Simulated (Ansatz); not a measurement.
An input for Ansatz 0.2.0 (CO2 (Pa-3)):

```yaml
crystal:
  lattice:
    - [5.49707328, 0.0, 0.0]
    - [0.0, 5.49707328, 0.0]
    - [0.0, 0.0, 5.49707328]
  atoms:
    - { symbol: C, position: [0.0, 0.0, 0.0] }
    - { symbol: C, position: [0.5, 0.0, 0.5] }
    - { symbol: C, position: [0.5, 0.5, 0.0] }
    - { symbol: C, position: [0.0, 0.5, 0.5] }
    - { symbol: O, position: [0.12253698, 0.12253698, 0.12253698] }
    - { symbol: O, position: [0.37746302, 0.87746302, 0.62253698] }
    - { symbol: O, position: [0.62253698, 0.37746302, 0.87746302] }
    - { symbol: O, position: [0.87746302, 0.62253698, 0.37746302] }
    - { symbol: O, position: [0.87746302, 0.87746302, 0.87746302] }
    - { symbol: O, position: [0.62253698, 0.12253698, 0.37746302] }
    - { symbol: O, position: [0.37746302, 0.62253698, 0.12253698] }
    - { symbol: O, position: [0.12253698, 0.37746302, 0.62253698] }
kpoints:
  mp_grid: { grid: [2, 2, 2] }
hamiltonian:
  xc: pbe
  pseudopotentials: { kind: paw, azcp: { folder: soft_1 } }
scf:
  occupations: { method: fixed }
gw:
  n_empty_bands: 1230
  ecut_chi: 220
  qp_bands: [v4, c4]
  qp_kpoints: band_edges
  screening: { model: contour_deformation }
```

```sh
ansatz run input.yaml --threads 4 --pin off --max-ram 138240MiB --backend cuda --events-out ev --progress --plain --runs-dir out --devices 1 --max-vram 26GiB
```

Estimate wall time and host memory on 1 × NVIDIA H100 80GB HBM3 (shared by 3 runs) with 4 threads of AMD EPYC 7R13 (Zen 3), shared host.

It took 30 s; on shared hardware allow 15 s to 60 s. Peak host memory was 2.0 GiB. The sizes that set the cost: 3239 plane waves a state, 4 irreducible k points, 1262 bands summed, 1237 plane waves in the screening and 8 SCF cycles.

The screening grows as filled bands × empty bands × pairs of k points, times the square of the screening basis for the matrix.

[Paths, hosts, dates, memory and timing lines, banners, echoed tables and standing remarks are left out of the program output.]

[Logs are printed without paths, hosts, clocks, repeated set-up lines and the standing remarks that a program may print on its own settings, such as how far it seeks lower states.]

[Runs of the session that timed out or met a known fault of the program may be left out.]

[Cells called generated may have been cut or substituted from an entry of the Crystallography Open Database or the Materials Project.]

[Hosts, paths, dates, database ids (printed as entryN), source tags and the programs' standing remarks are cut or masked in the printed files.]
